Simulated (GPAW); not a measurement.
Consider CsMgF3 (Pm-3m).

```
Cs Mg F
1.0
     4.25231    0.00000    0.00000
     0.00000    4.25231    0.00000
     0.00000    0.00000    4.25231
Cs Mg F
1 1 3
Direct
  0.00000 0.00000 0.00000
  0.50000 0.50000 0.50000
  0.50000 0.50000 0.00000
  0.50000 0.00000 0.50000
  0.00000 0.50000 0.50000
```

Absorber: atom 3, with 2 Mg at 2.13 Å (linear, site symmetry 4/mmm). Method: GPAW, LDA, full core hole (charged cell), 20-atom cell with 7.4 Å between holes, 3×3×3 k points, dipole transitions, Gaussian full width 0.9 eV up to 4 eV, rising linearly to 3.5 eV at 25 eV.

**Question.** Predict the near-edge structure at the F K edge.

Main maxima up to 24 eV above the zero (height): 2.1 eV (2.15), 3.6 eV (2.59), 5.0 eV (1.90), 8.3 eV (0.88) and 18.3 eV (0.99). A K edge sees empty p states on the absorber. The total-energy difference plus the lowest empty eigenvalue puts the zero at 690.49 eV. One term is added: -9.89 eV, since the hole is spin-paired here and a spin-polarised one costs that much less in the free atom (computed apart). The photon energy is then 680.60 eV. The functional and the charged cell's background leave an error in such absolute values: in the free atom LDA prices this hole 4.7 eV below PBE (computed apart), and PBE is itself good to a few eV.

The F K spectrum (energy from the lowest empty level; intensity scaled to a mean of 1 over the first 20 eV):

| E (eV) | intensity |
| --- | --- |
| -2.0 | 0.00 |
| -1.4 | 0.00 |
| -0.8 | 0.00 |
| -0.2 | 0.00 |
| 0.4 | 0.03 |
| 1.0 | 0.12 |
| 1.6 | 1.07 |
| 2.2 | 2.12 |
| 2.8 | 1.67 |
| 3.4 | 2.53 |
| 4.0 | 2.19 |
| 4.6 | 1.81 |
| 5.2 | 1.84 |
| 5.8 | 1.50 |
| 6.4 | 1.31 |
| 7.0 | 0.80 |
| 7.6 | 0.74 |
| 8.2 | 0.87 |
| 8.8 | 0.83 |
| 9.4 | 0.72 |
| 10.0 | 0.59 |
| 10.6 | 0.56 |
| 11.2 | 0.62 |
| 11.8 | 0.63 |
| 12.4 | 0.59 |
| 13.0 | 0.62 |
| 13.6 | 0.71 |
| 14.2 | 0.78 |
| 14.8 | 0.79 |
| 15.4 | 0.78 |
| 16.0 | 0.78 |
| 16.6 | 0.83 |
| 17.2 | 0.90 |
| 17.8 | 0.96 |
| 18.4 | 0.99 |
| 19.0 | 0.94 |
| 19.6 | 0.87 |
| 20.2 | 0.80 |
| 20.8 | 0.77 |
| 21.4 | 0.79 |
| 22.0 | 0.87 |
| 22.6 | 0.97 |
| 23.2 | 1.09 |
| 23.8 | 1.17 |
| 24.4 | 1.21 |
| 25.0 | 1.20 |
| 25.6 | 1.12 |
| 26.2 | 1.01 |
| 26.8 | 0.88 |
| 27.4 | 0.78 |
| 28.0 | 0.70 |
| 28.6 | 0.67 |
| 29.2 | 0.68 |
| 29.8 | 0.71 |
| 30.4 | 0.77 |
| 31.0 | 0.84 |

The mesh is coarse (0.35 Å⁻¹ between points), so small maxima may be mesh ripples. Lifetime broadening is put in by hand, and intensities beyond about 20 eV depend on it and on the partial waves. The structure is a computed Materials Project entry and may be a hypothetical form.

[Banner, clock and machine lines of the logs are left out without a mark of their own.]

[Logs are printed without paths, hosts, clocks, repeated set-up lines and the standing remarks that a program may print on its own settings, such as how far it seeks lower states.]

[Hosts, paths, dates, database ids (printed as entryN), source tags and the programs' standing remarks are cut or masked in the printed files.]

[Lists of maxima count a maximum above −3 eV only where it reaches 4 % of the highest in the window and stands out from its surroundings by 2 % of it (1.5 % where it reaches 55 %); shoulders and weaker maxima are passed over, and of the rest the first, up to two pre-edge ones and the few strongest are named.]
